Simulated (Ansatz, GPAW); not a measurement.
# Ballistic transport through biphenyl-4,4'-dithiol between two Cu chains, from relaxation to T(E), part 2 of 4

Aim: the conductance of biphenyl-4,4'-dithiol between two Cu chains after relaxation, and whether geometry, basis or functional moves it most.

GPAW 26.7.0 and Ansatz 0.2.0; Ansatz plane waves; relaxation of the junction with the lead ends held; PAW set soft_1 (the session's first sound run).

So far. Step 2 (Relaxing the atoms): The relaxation lowered the energy of the cell by 1.77 eV.

### Step 3. Plane-wave reference (PBE)

Plane waves give the reference curve, free of the bias of atom-centred orbitals.

This step: Ansatz plane waves; Landauer transmission by layers, zero bias; PAW set soft_1 (Ansatz 0.2.0).

input.yaml reads:

```yaml
crystal:
  lattice:
    - [12.456170329, 0.0, 0.0]
    - [0.0, 10.7053459709, 0.0]
    - [0.0, 0.0, 38.2096637082]
  atoms:
    - { symbol: Cu, position: [0.5, 0.5, 0.0300970982] }
    - { symbol: Cu, position: [0.5, 0.5, 0.0902912945] }
    - { symbol: Cu, position: [0.5, 0.5, 0.1504854909] }
    - { symbol: Cu, position: [0.5, 0.5, 0.2106796873] }
    - { symbol: Cu, position: [0.5214633031, 0.4015700648, 0.2652963789] }
    - { symbol: Cu, position: [0.4750415146, 0.484054968, 0.320225675] }
    - { symbol: S, position: [0.3768642383, 0.4806569984, 0.366120378] }
    - { symbol: H, position: [0.5953746756, 0.5153409222, 0.4002707012] }
    - { symbol: C, position: [0.4269306428, 0.4747329367, 0.4088617943] }
    - { symbol: H, position: [0.26710532, 0.431912984, 0.4276718903] }
    - { symbol: C, position: [0.5338656302, 0.4958101605, 0.4198140938] }
    - { symbol: C, position: [0.3498093039, 0.4506356706, 0.4353951024] }
    - { symbol: C, position: [0.5608994018, 0.4939909526, 0.4550751263] }
    - { symbol: C, position: [0.3773722715, 0.4505995577, 0.4704807299] }
    - { symbol: H, position: [0.6439165373, 0.5137370342, 0.4622252127] }
    - { symbol: C, position: [0.4840312485, 0.4722652238, 0.4818304199] }
    - { symbol: H, position: [0.3150510831, 0.4299281486, 0.4896556662] }
    - { symbol: H, position: [0.6816233326, 0.4282673117, 0.5111591416] }
    - { symbol: C, position: [0.5128967462, 0.4716867074, 0.5191342089] }
    - { symbol: C, position: [0.6194951224, 0.4490276679, 0.5303976819] }
    - { symbol: H, position: [0.3532179754, 0.5135059328, 0.5388797887] }
    - { symbol: C, position: [0.4362066236, 0.4932519736, 0.5459532201] }
    - { symbol: C, position: [0.6472323433, 0.4483514193, 0.5654694623] }
    - { symbol: H, position: [0.729870872, 0.4289284541, 0.5731302069] }
    - { symbol: C, position: [0.4634167424, 0.4942517209, 0.5812099643] }
    - { symbol: C, position: [0.5703297605, 0.4725496416, 0.5920554967] }
    - { symbol: H, position: [0.4020971904, 0.5138146284, 0.6008202398] }
    - { symbol: S, position: [0.6208061799, 0.4784116662, 0.6347685785] }
    - { symbol: Cu, position: [0.5231626646, 0.481637314, 0.680740201] }
    - { symbol: Cu, position: [0.4777857771, 0.3974591672, 0.7354759228] }
    - { symbol: Cu, position: [0.5, 0.5, 0.7893203127] }
    - { symbol: Cu, position: [0.5, 0.5, 0.8495145091] }
    - { symbol: Cu, position: [0.5, 0.5, 0.9097087055] }
    - { symbol: Cu, position: [0.5, 0.5, 0.9699029018] }
kpoints:
  mp_grid: { grid: [1, 1, 2] }
hamiltonian:
  xc: pbe
  pseudopotentials: { kind: paw, azcp: { folder: soft_1 } }
scf:
  occupations: { method: fermi_dirac, width: 0.1 }
output:
  transmission:
    leads: [[0, 1]]
    e_range: [-2, 2]
    de: 0.025
    kmesh: [1, 1]
    reduced_basis: true
  write_potential: true
  write_density: true
  volumetric_format: npy
  elf: true
```

Command:

```bash
> ansatz run input.yaml --threads 4 --pin off --max-ram 8192MiB --backend cpu --events-out ev --progress --plain --runs-dir out
```

Numbers of over 12 decimals in the logs are rounded to 6 here.

Log:

```text
[...]
Crystal: 34 atoms, lattice volume = 5095.167 Å³
Basis set: ecut = 420 eV, 99605 PW (Γ)
Bands: 182, of which v1, the nominal top of the filled ones, is band 148 counted from 1 (147 counted from 0)
Symmetry: 1 space group operations
[...]
k-points: 2
[...]
SCF iter   1: F=—  HF=-84445.447279 eV  |F-HF|=—  |Δ(HF+E_count)|=         —  Δρ=6.22e-2  dr2=4.16e2  ethr=3.10e-3  ⟨swp⟩=8.0  Hψ=1809  notcnv=0  defer=9
[...]
SCF iter  18: F=-84421.440757 eV  HF=-84421.440755 eV  |F-HF|=2.17e-6  |Δ(HF+E_count)|=   2.06e-6  Δρ=1.47e-6  dr2=9.88e-8  ethr=3.38e-11  ⟨swp⟩=18.0  Hψ=1854  notcnv=0
SCF 1 converged in 18 iterations: F = -84421.440757 eV  dr2 = 9.88e-8
[...]
transmission: 6 of 59 steps passed
transmission: 12 of 59 steps passed
[...]
transmission: 59 of 59 steps passed
WARN: The output density's exchange-correlation potential varies sharply where the density is thin. Do not read a vacuum level from v_tot or v_xc, or from such a field of the output density. On a cell that repeats whose density bears no net charge and no dipole along the vacuum's axis use v_es (v_loc + v_h of the components); under efield.dipole_correction with no amplitude use v_es + v_field, which holds any externa [...]
SCF converged after 18 iterations
Free energy (F): -84421.440757 eV
[...]
Internal energy: -84420.921154 eV  (E = F + TS)
E sigma→0 (E₀):  -84421.180956 eV
Entropy (-TS):   -0.519603 eV (-15.282 meV/atom)
Fermi energy:    -4.087535 eV
[...]
--- Band table (eV) ---
  k-point 0: bands = [... 144 lower, -4.3800, -4.3364, -4.3176, -4.2922, -4.0427, -3.6865, -2.8877, -2.0612, ... 30 higher]
  k-point 1: bands = [... 144 lower, -4.3728, -4.3360, -4.3202, -4.2048, -4.1249, -3.6620, -2.8968, -2.0535, ... 30 higher]
--- Transmission ---
  basis      : 1163 plane waves across, 59 finite elements along
  points     : 1, standing for a mesh of 1 x 1
  filling    : by the input's occupations and mesh, since the crystals that have channels conduct as metals do. If one of these is a semiconductor, that mesh has misplaced its level
  energies   : 161 from -2.000000 to 2.000000 eV about the Fermi level, 0.025000 eV apart; the leads are filled to 0.000000 eV, and channels, transmission and decay are at 0.000000 eV
  crystal 0  : Cu1, at the sites [0, 1], period 2.3000 Å, over 18.40 Å; its Hamiltonian steps by up to 34.4 meV: too much for a lead, lay more layers or, if its atoms are ordered, name the step of that order
    offset         : up to 0.0000 Å between an atom of the period and one for which it stands
    filled         : 138.9 meV over the level at which it is neutral
    channels       : 1.000000e0 a spin
    conductance    : 5.8223e13 S/m² at 300 K; may be off by some 0.0 % by where its bands' edges are placed, 36.3 % from the distance to neutral
  junction   : crystal 0 to crystal 0, 0.70 to 36.61 Å
    transmission   : 8.516106e-1 a spin
    conductance    : 3.7882e13 S/m² at 300 K (3.7976e13 on every other energy)
    error estimate : 0.2 % from the energy spacing and 0.0 % from band edges of the leads and from resonances (wavevectors taken as independent; lower de), 89.7 % from the steps of its leads' Hamiltonians or their offsets (lay more layers), 52.1 % from the distance to neutral
    resistance     : 9.2125e-3 Ω µm² beyond half of each lead's own
```

Wall time 4.1 h (4 threads of Arm Neoverse V2, shared host); peak memory 6 GiB.

This step gave:

```
free energy                                             : -84421.4408 eV
lead level                                              : 0 eV from the Fermi level
transmission at the Fermi level (one spin)              : 0.8516
open channels of the lead at the Fermi level (one spin) : 1
step of the potential along the lead                    : 34.4 meV
offset of the lead                                      : 0 Å
filling of the lead less its bulk value, in size        : 138.9 meV
conductance                                             : 0.6520 G₀
```

One spin. The transmission, zone mean by energy, zero at the Fermi level:

energy (eV), transmission, zone mean and a bar:
```
   -2.000      0.943 ############################
   -1.900      0.984 ##############################
   -1.800      0.970 #############################
   -1.775      0.996 ##############################
   -1.700      0.935 ############################
   -1.650      1.000 ##############################
   -1.600      0.973 #############################
   -1.500      0.987 ##############################
   -1.400      0.203 ######
   -1.300      0.027 #
   -1.200      0.014 
   -1.100      0.199 ######
   -1.000      0.178 #####
   -0.900      0.269 ########
   -0.800      0.539 ################
   -0.775      0.580 #################
   -0.700      0.268 ########
   -0.600      0.378 ###########
   -0.500      0.987 ##############################
   -0.400      0.282 ########
   -0.300      0.188 ######
   -0.200      0.251 ########
   -0.100      0.371 ###########
   -0.025      0.991 ##############################
    0.000      0.852 ##########################
    0.100      0.099 ###
    0.200      0.023 #
    0.300      0.008 
    0.400      0.004 
    0.500      0.002 
    0.600      0.001 
    0.700      0.001 
    0.800      0.001 
    0.900      0.000 
    1.000      0.000 
    1.100      0.000 
    1.200      0.000 
    1.300      0.000 
    1.400      0.000 
    1.500      0.000 
    1.600      0.000 
    1.700      0.000 
    1.800      0.000 
    1.900      0.000 
    2.000      0.000
```

One spin. Open channels, zone mean against energy, zero at the Fermi level:

energy (eV), open channels, zone mean and a bar from the least value:
```
   -2.000       1.00 
   -1.800       3.00 ############
   -1.600       3.00 ############
   -1.400       3.00 ############
   -1.200       3.00 ############
   -1.000       4.00 ##################
   -0.800       6.00 ##############################
   -0.600       6.00 ##############################
   -0.400       4.00 ##################
   -0.200       3.00 ############
    0.000       1.00 
    0.200       1.00 
    0.400       1.00 
    0.600       1.00 
    0.800       1.00 
    1.000       1.00 
    1.200       1.00 
    1.400       1.00 
    1.600       1.00 
    1.800       1.00 
    2.000       1.00
```

Crystal 0, spin -, k parallel (0, 0); distinct values, listed up to 1.5 1/Å. Table of Im kz of the slowest decaying states by energy, zero at the Fermi level:

```tsv
energy (eV)	decay 1 (Å⁻¹)	decay 2 (Å⁻¹)	decay 3 (Å⁻¹)	decay 4 (Å⁻¹)
-2.0000	0.335	0.336	0.672	1.11
-1.7500	0.573	1.02	1.02	1.27
-1.5000	0.445	0.888	0.888	1.24
-1.2500	3.4e-4	0.248	0.702	0.702
-1.0000	0.322	0.322	1.20	1.21
-0.7500	5.2e-4	1.17	1.19	1.22
-0.5000	0.382	0.382	1.15	1.16
-0.2500	0.732	0.732	1.13	1.14
0.0000	0.217	0.217	0.327	0.916
0.2500	0.315	0.315	0.464	1.04
0.5000	0.369	0.369	0.564	1.06
0.7500	0.401	0.401	0.642	1.04
1.0000	0.416	0.416	0.708	1.01
1.2500	0.419	0.419	0.763	0.974
1.5000	0.409	0.410	0.811	0.939
1.7500	0.389	0.390	0.854	0.902
2.0000	0.357	0.359	0.864	0.892
```

Crystal 0, spin -, k parallel (0, 0). Table of Re kz of states that move upwards by energy, zero at the Fermi level:

```tsv
energy (eV)	channel 1 (Å⁻¹)	channel 2 (Å⁻¹)	channel 3 (Å⁻¹)	channel 4 (Å⁻¹)	channel 5 (Å⁻¹)	channel 6 (Å⁻¹)
-2.000	0.573	-	-	-	-	-
-1.800	-1.26	-1.26	0.618	-	-	-
-1.600	-0.992	-0.992	0.663	-	-	-
-1.400	-0.840	-0.840	0.709	-	-	-
-1.200	-0.716	-0.716	0.758	-	-	-
-1.000	-0.604	-0.604	0.283	0.814	-	-
-0.800	-0.497	-0.496	0.439	0.589	0.589	0.881
-0.600	-0.388	-0.388	0.549	0.969	1.14	1.14
-0.400	-0.267	-0.267	0.632	1.10	-	-
-0.200	-0.0778	-0.0768	0.696	-	-	-
0.000	0.749	-	-	-	-	-
0.200	0.792	-	-	-	-	-
0.400	0.830	-	-	-	-	-
0.600	0.864	-	-	-	-	-
0.800	0.896	-	-	-	-	-
1.000	0.926	-	-	-	-	-
1.200	0.954	-	-	-	-	-
1.400	0.981	-	-	-	-	-
1.600	1.01	-	-	-	-	-
1.800	1.03	-	-	-	-	-
2.000	1.06	-	-	-	-	-
```

The electrostatic potential energy of an electron (with the applied field's), less the Fermi level, planar mean oscillates, so the rows of the table below give means over windows of 2.16 Å about each position, cut where the curve ends. Its first 14 maxima inside the range that stand out by 2 % of the span (Å: eV): 2.2: 4.99, 4.6: 4.97, 6.9: 4.94, 9.1: 4.79, 11.2: 4.78, 13.1: 4.68, 14.8: 4.58, 16.9: 3.92, 19.1: 4.32, 21.3: 3.92, 23.4: 4.59, 25.1: 4.67, 27.0: 4.76, 29.1: 4.77. Its first 14 minima: 1.2: 4.11, 3.4: 4.09, 5.8: 4.09, 8.1: 4.00, 10.1: 3.98, 12.2: 3.95, 14.0: 4.19, 16.1: 3.60, 17.9: 3.54, 20.4: 3.55, 22.1: 3.60, 24.2: 4.19, 26.0: 3.94, 28.1: 3.97.

Table of electrostatic potential energy of an electron (with the applied field's), less the Fermi level, planar mean by z; means over each step:

```tsv
z (Å)	electrostatic potential energy of an electron (with the applied field's), less the Fermi level, planar mean (eV)
1.08	4.56
3.24	4.55
5.40	4.54
7.56	4.49
9.72	4.40
11.88	4.38
14.04	4.41
16.20	3.83
18.36	3.83
20.52	3.74
22.68	4.00
24.84	4.33
27.00	4.35
29.16	4.36
31.32	4.55
33.48	4.58
35.64	4.60
37.80	4.44
```

The valence density, planar mean oscillates, so the rows of the table below give means over windows of 2.24 Å about each position, cut where the curve ends. Its first 14 maxima inside the range that stand out by 2 % of the span (Å: e/Å³): 1.2: 0.205, 3.4: 0.208, 5.8: 0.199, 8.1: 0.208, 10.1: 0.209, 12.2: 0.209, 13.9: 0.0296, 16.3: 0.0609, 17.8: 0.0608, 20.4: 0.0606, 21.9: 0.0607, 24.5: 0.0296, 26.0: 0.206, 28.1: 0.206. Its first 14 minima: 2.2: 0.00811, 4.6: 0.00784, 6.9: 0.00806, 9.1: 0.00963, 11.2: 0.00969, 13.1: 0.0190, 14.8: 0.0232, 17.0: 0.0484, 19.1: 0.0280, 21.2: 0.0486, 23.4: 0.0234, 25.2: 0.0188, 27.0: 0.00978, 29.1: 0.00999.

Valence density, planar mean against z; means over each step:

z (Å), valence density, planar mean (e/Å³) and a bar from the least value:
```
     1.12      0.063 ##########################
     3.36      0.063 ##########################
     5.60      0.063 ##########################
     7.84      0.064 ##########################
    10.08      0.064 ###########################
    12.32      0.067 #############################
    14.56      0.031 
    16.80      0.055 ####################
    19.04      0.045 ###########
    21.28      0.056 ####################
    23.52      0.033 ##
    25.76      0.068 ##############################
    28.00      0.064 ###########################
    30.24      0.064 ###########################
    32.48      0.064 ##########################
    34.72      0.063 ##########################
    36.96      0.064 ###########################
```

ELF in the ca plane at fractional y = 0.496, with atoms of Cu and S and C and H within 0.2 Å of it. It is the smooth field of the valence electrons, not physical close to the nuclei.

Ten even steps from '0' (0.00 × 1e-1) to '9' (9.94 × 1e-1), each cell a mean:
```
00000000000000000000000000000000000000000000
00000000000000000000000000000000000000000000
00000000000000000000000000000000000000000000
00000000000000000000000000000000000000000000
00000000000000000000000000000000000000000000
00000000000000000000000000000000022000143000
00000000000000000000000000121000278610377412
01111000000011111100000001587300399950388656
12221111111122222211000002899831489971156568
21122221112222223211111001899964567750037766
11111211111222223211111100378726832663356762
13521212531122223112211220025535756865873464
12321211321122232114511564346885213643775884
11112211111122222111114876774255214787422551
22222221111112211111137611686687567566201798
11111111111000000111136755653466588667512899
00000000000000000000026899830267654468820599
00000000000000000000015788610389731136620147
00000000000000000000002455200388620002200001
00000000000000000000000121000145310000000000
00000000000000000000000000000001000000000000
00000000000000000000000000000000000000000000
00000000000000000000000000000000000000000000
00000000000000000000000000000000000000000000
```
Columns run along c (16.0 Å, from fractional 0.13 to 0.55 of the cell), rows up along a (12.5 Å). Atoms in or near the plane, at fractional coordinates: Cu at (0.15, 0.50), Cu at (0.21, 0.50), Cu at (0.32, 0.48), S at (0.37, 0.38), C at (0.42, 0.53), C at (0.46, 0.56), H at (0.46, 0.64), H at (0.54, 0.35), C at (0.55, 0.44).

Electrostatic potential energy in the ca plane at fractional y = 0.496, with atoms of Cu and S and C and H within 0.2 Å of it. With pseudopotentials it is smooth inside the atoms' cores, unlike the true potential.

Ten even steps from '0' (-47 eV) to '9' (1 eV), each cell a mean:
```
99999999999999999999999999999999999999999999
99999999999999999999999999999999999999999999
99999999999999999999999999999999999999999999
99999999999999999999999999999999999999999999
99999999999999999999999999999999999999999999
99999999999999999999999999999999999999999999
99999999999999999999999999999999999999999999
99999999999999999999999999999977999998887568
99999999999999999999999889999744899974366347
99999999999999999999999636676214899974478773
89743489988999877899999851013002788744789872
67300048988997300489999961016444125300478853
78400058999996000178889853478884004644312410
99866789999998411475336500278886568987200331
99999999999999988851102643556762379998535788
99999999999999999962004888732675589998448999
99999999999999999998778999877899999999889999
99999999999999999999999999999999999999999999
99999999999999999999999999999999999999999999
99999999999999999999999999999999999999999999
99999999999999999999999999999999999999999999
99999999999999999999999999999999999999999999
99999999999999999999999999999999999999999999
99999999999999999999999999999999999999999999
```
Columns run along c (16.0 Å, from fractional 0.17 to 0.59 of the cell; values clipped at the 3rd and 97th percentile), rows up along a (12.5 Å). Atoms in or near the plane, at fractional coordinates: Cu at (0.21, 0.50), Cu at (0.32, 0.48), S at (0.37, 0.38), C at (0.42, 0.53), C at (0.46, 0.56), H at (0.46, 0.64), H at (0.54, 0.35), C at (0.55, 0.44), C at (0.58, 0.46).

Valence density in the ca plane at fractional y = 0.496, with atoms of Cu and S and C and H within 0.2 Å of it. It is the smooth field of the valence electrons, not physical close to the nuclei.

Ten steps, logarithmic in the rise over the least value, from '0' (0 e/Å³) to '9' (42 e/Å³), each cell a mean:
```
00000000000000000000000000000000000000000000
00000000000000000000000000000000000000000000
00000000000000000000000000000000000000000000
00000000000000000000000000000000000000000000
00000000000000000000000000000000000000000000
00000000000000000000000000000000000000000000
00000000000011000000000000000000000000000000
01100001111122100112210000000000000000000000
23210011222222211222221000000000000000000000
33210012222122333222222121100000000000000000
33321122321012333222222477310000001343101343
23333333321112332100012698410000014897212798
11233222333333332000001244200011013786212687
11232111233333332100000000000000001121000122
22221000133211122100000000000000000000000000
22221000122100000000000000000000000000000000
11111000000000000000000000000000000000000000
00000000000000000000000000000000000000000000
00000000000000000000000000000000000000000000
00000000000000000000000000000000000000000000
00000000000000000000000000000000000000000000
00000000000000000000000000000000000000000000
00000000000000000000000000000000000000000000
00000000000000000000000000000000000000000000
```
Columns run along c (16.0 Å, from fractional 0.45 to 0.87 of the cell), rows up along a (12.5 Å). Atoms in or near the plane, at fractional coordinates: C at (0.46, 0.56), H at (0.46, 0.64), H at (0.54, 0.35), C at (0.55, 0.44), C at (0.58, 0.46), H at (0.60, 0.40), S at (0.63, 0.62), Cu at (0.68, 0.52), Cu at (0.79, 0.50), Cu at (0.85, 0.50).

The largest of the program's own error estimates on the conductance is 90 %. T at the Fermi level is 0.852; the potential still steps by 34.4 meV from one lead period to the next, more than the program accepts for a lead, so the cell is too short for a firm reference, and the program's own error estimates apply.

(Part 2 of 4 ends here.)

[Logs are printed without paths, hosts, clocks, repeated set-up lines and the standing remarks that a program may print on its own settings, such as how far it seeks lower states.]

[Hosts, paths, dates, database ids (printed as entryN), source tags and the programs' standing remarks are cut or masked in the printed files.]
